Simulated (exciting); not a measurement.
# BiBrO: the O K edge from the Bethe–Salpeter equation

Wanted: the near-edge spectrum and the bound core excitons at the O K edge of BiBrO.

Calculated with exciting sodium; X-ray absorption, core-level Bethe-Salpeter equation, exchange and statically screened direct term, Tamm-Dancoff, all-electron LAPW+lo LDA.

The database entry behind the starting cell differs from later determinations by our own check (0.1 to 0.3 % short, probably kX units), so it need not match the best structure at ambient conditions.

### Step 1. The structure

Symmetry: P4/nmm, No. 129, tetragonal system. Conventional cell: a = 3.916 Å, b = 3.916 Å, c = 8.077 Å, α = 90.00°, β = 90.00°, γ = 90.00°. Nearest to Bi lie 4 O at 2.32 Å and 4 Br at 3.18 Å. Nearest to Br lie 4 Bi at 3.18 Å. Nearest to O lie 4 Bi at 2.32 Å. Farther neighbours and most contacts between anions are not listed.

As a file:

```xyz
6
Lattice="3.9160 0.0000 0.0000 0.0000 3.9160 0.0000 0.0000 0.0000 8.0770" Properties=species:S:1:pos:R:3 pbc="T T T"
Bi    1.9580    0.0000    6.8331
Bi    0.0000    1.9580    1.2439
Br    1.9580    0.0000    2.8027
Br    0.0000    1.9580    5.2743
O     1.9580    1.9580    0.0000
O     0.0000    0.0000    0.0000
```

Differences between curves are given as r.m.s. difference over r.m.s. height.

### Step 2. The self-consistent potential

The species files are the program's own, with muffin-tin radii set in the input.

The input, input.xml:

```
<input>
  <title>BiBrO</title>
  <structure speciespath="." autormt="false" epslat="1.0e-5">
    <crystal>
      <basevect>7.4001675027 0.0000000000 0.0000000000</basevect>
      <basevect>0.0000000000 7.4001675027 0.0000000000</basevect>
      <basevect>0.0000000000 0.0000000000 15.2633179058</basevect>
    </crystal>
    <species speciesfile="Bi.xml" rmt="2.240">
      <atom coord="0.5000000000 0.0000000000 0.8460000000"/>
      <atom coord="0.0000000000 0.5000000000 0.1540000000"/>
    </species>
    <species speciesfile="Br.xml" rmt="2.300">
      <atom coord="0.5000000000 0.0000000000 0.3470000000"/>
      <atom coord="0.0000000000 0.5000000000 0.6530000000"/>
    </species>
    <species speciesfile="O.xml" rmt="2.012">
      <atom coord="0.5000000000 0.5000000000 0.0000000000"/>
      <atom coord="0.0000000000 0.0000000000 0.0000000000"/>
    </species>
  </structure>
  <groundstate do="fromscratch" xctype="LDA_PW" ngridk="4 4 2" rgkmax="7" gmaxvr="14" nempty="8" swidth="0.001" maxscl="100" epsengy="1e-5"/>
</input>
```

The run is started by

```bash
> OMP_NUM_THREADS=1 mpirun -n 4 exciting
```

Log:

```text
EXCITING SODIUM started
********************************************************************************
* Ground-state run starting from atomic densities                              *
********************************************************************************
+ Starting initialization                                                      +
 Lattice vectors (cartesian) :
      7.4001675027      0.0000000000      0.0000000000
      0.0000000000      7.4001675027      0.0000000000
      0.0000000000      0.0000000000     15.2633179058
 Reciprocal lattice vectors (cartesian) :
      0.8490598767      0.0000000000      0.0000000000
      0.0000000000      0.8490598767      0.0000000000
      0.0000000000      0.0000000000      0.4116526528
 Unit cell volume                           :     835.8571273249
 Brillouin zone volume                      :       0.2967614983
 Species :    1 (Bi)
     parameters loaded from                 :    Bi.xml
     name                                   :    bismuth
     nuclear charge                         :     -83.00000000
     electronic charge                      :      83.00000000
     atomic mass                            :  380947.92830000
     muffin-tin radius                      :       2.24000000
     # of radial points in muffin-tin       :     600
     atomic positions (lattice) :
       1 :   0.00000000  0.00000000  0.00000000
       2 :   0.50000000  0.50000000  0.30800000
 Species :    2 (Br)
     parameters loaded from                 :    Br.xml
     name                                   :    bromine
     nuclear charge                         :     -35.00000000
     electronic charge                      :      35.00000000
     atomic mass                            :  145656.08150000
     muffin-tin radius                      :       2.30000000
     # of radial points in muffin-tin       :     350
     atomic positions (lattice) :
       1 :   0.00000000  0.00000000  0.50100000
       2 :   0.50000000  0.50000000  0.80700000
 Species :    3 (O)
     parameters loaded from                 :    O.xml
     name                                   :    oxygen
     nuclear charge                         :      -8.00000000
     electronic charge                      :       8.00000000
     atomic mass                            :   29165.12203000
     muffin-tin radius                      :       2.01200000
     # of radial points in muffin-tin       :     250
     atomic positions (lattice) :
       1 :   0.00000000  0.50000000  0.15400000
       2 :   0.50000000  0.00000000  0.15400000
 Total number of atoms per unit cell        :       6
 Spin treatment                             :    spin-unpolarised
 Number of Bravais lattice symmetries       :      16
 Number of crystal symmetries               :      16
 k-point grid                               :       4    4    2
 Total number of k-points                   :      12
 k-point set is reduced with crystal symmetries
 R^MT_min * |G+k|_max (rgkmax)              :       7.00000000
 Species with R^MT_min                      :       3 (O)
 Maximum |G+k| for APW functions            :       3.47912525
 Maximum |G| for potential and density      :      14.00000000
 G-vector grid sizes                        :      36    36    72
 Total number of G-vectors                  :   38673
 Maximum angular momentum used for
     APW functions                          :       8
     computing H and O matrix elements      :       8
     potential and density                  :       8
     inner part of muffin-tin               :       2
 Total nuclear charge                       :    -252.00000000
 Total electronic charge                    :     252.00000000
 Total core charge                          :     176.00000000
 Total valence charge                       :      76.00000000
 Number of empty states                     :       8
 Total number of valence states             :      47
 Maximum Hamiltonian size                   :     678
 Maximum number of plane-waves              :     612
 Total number of local-orbitals             :      66
 Exchange-correlation type                  :       3
     Perdew-Wang, Phys. Rev. B 45, 13244 (1992)
 Smearing scheme                            :    Gaussian
 Smearing width                             :       0.00100000
 Using multisecant Broyden potential mixing
+ Ending initialization                                                        +
********************************************************************************
* Groundstate module started                                                   *
********************************************************************************
 Output level for this task is set to normal
+ Self-consistent loop started                                                 +
 Density and potential initialised from atomic data
+ SCF iteration number :    1                                                  +
 Total energy                               :    -48480.11784886
 _______________________________________________________________
 Fermi energy                               :         0.18900393
 Kinetic energy                             :     55951.07278221
 Coulomb energy                             :   -103462.26302840
 Exchange energy                            :      -943.93219434
 Correlation energy                         :       -24.99540832
 DOS at Fermi energy (states/Ha/cell)       :         0.00000000
 Electron charges :
     core                                   :       176.00000000
     core leakage                           :         0.02216972
     valence                                :        76.00000000
     interstitial                           :         9.45001634
     charge in muffin-tin spheres :
                  atom     1    Bi          :        79.23237413
                  atom     2    Bi          :        79.23237413
                  atom     3    Br          :        33.29746763
                  atom     4    Br          :        33.29746763
                  atom     5     O          :         8.74515007
                  atom     6     O          :         8.74515007
     total charge in muffin-tins            :       242.54998366
     total charge                           :       252.00000000
 Estimated fundamental gap                  :         0.10333766
        valence-band maximum at    7      0.0000  0.0000  0.5000
     conduction-band minimum at    7      0.0000  0.0000  0.5000
[... further iterations ...]
| Convergence targets achieved. Performing final SCF iteration                 +
 Total energy                               :    -48496.57711386
 _______________________________________________________________
 Fermi energy                               :         0.18572811
 Kinetic energy                             :     55935.03181716
 Coulomb energy                             :   -103463.26144667
 Exchange energy                            :      -943.37887170
 Correlation energy                         :       -24.96861264
 DOS at Fermi energy (states/Ha/cell)       :         0.00000000
 Electron charges :
     core                                   :       176.00000000
     core leakage                           :         0.02172207
     valence                                :        76.00000000
     interstitial                           :        10.32282518
     charge in muffin-tin spheres :
                  atom     1    Bi          :        79.48327047
                  atom     2    Bi          :        79.48327047
                  atom     3    Br          :        33.19068608
                  atom     4    Br          :        33.19068608
                  atom     5     O          :         8.16463086
                  atom     6     O          :         8.16463086
     total charge in muffin-tins            :       241.67717482
     total charge                           :       252.00000000
 Estimated fundamental gap                  :         0.08057439
        valence-band maximum at    9      0.5000  0.0000  0.5000
     conduction-band minimum at    7      0.0000  0.0000  0.5000
+ Self-consistent loop stopped                                                 +
 STATE.OUT is written
********************************************************************************
* Groundstate module stopped                                                   *
********************************************************************************
 Total time spent (seconds)                 :        76.56
| EXCITING SODIUM stopped                                                      =
```

Wall time 78 s (4 MPI ranks of Arm Neoverse V1, shared host).

The mesh shows a gap of 2.19 eV. Core levels (Dirac, from the valence top):

```tsv
atom	level	energy (eV)
O	1s1/2	-501.0
```

### Step 3. A richer basis for the empty states

Each species file gets more local orbitals, built from u and its energy derivative at 0.15 Ha and u at 0.9 Ha.

input.xml is that of step 2.

The input, SPECIES.xml, added lines:

```
<lo l="L">  <!-- L = 0, 1, 2, and 3 from Cs on -->
  <wf matchingOrder="0" trialEnergy="0.1500" searchE="false"/>
  <wf matchingOrder="1" trialEnergy="0.1500" searchE="false"/>
  <wf matchingOrder="0" trialEnergy="0.9000" searchE="false"/>
</lo>
```

The run is started by

```bash
> OMP_NUM_THREADS=1 mpirun -n 4 exciting
```

Log:

```text
EXCITING SODIUM started
********************************************************************************
* Ground-state run starting from atomic densities                              *
********************************************************************************
+ Starting initialization                                                      +
[... lattice and species ...]
 Spin treatment                             :    spin-unpolarised
 Number of Bravais lattice symmetries       :      16
[...]
valence-band maximum at    9      0.5000  0.0000  0.5000
     conduction-band minimum at    7      0.0000  0.0000  0.5000
+ Self-consistent loop stopped                                                 +
 STATE.OUT is written
********************************************************************************
* Groundstate module stopped                                                   *
********************************************************************************
 Total time spent (seconds)                 :        79.12
| EXCITING SODIUM stopped                                                      =
[key lines of the parts left out:]
Total energy                               :    -48496.58062808
Fermi energy                               :         0.18557892
```

Elapsed: 81 s, on 4 MPI ranks.

Against the first ground state the total energy moves by -16 meV an atom and the gap by -0.04 eV.

(Continued in part 2 of 3.)

[Banner, clock and machine lines of the logs are left out without a mark of their own.]

[Logs are printed without paths, hosts, clocks, repeated set-up lines and the standing remarks that a program may print on its own settings, such as how far it seeks lower states.]

[Hosts, paths, dates, database ids (printed as entryN), source tags and the programs' standing remarks are cut or masked in the printed files.]
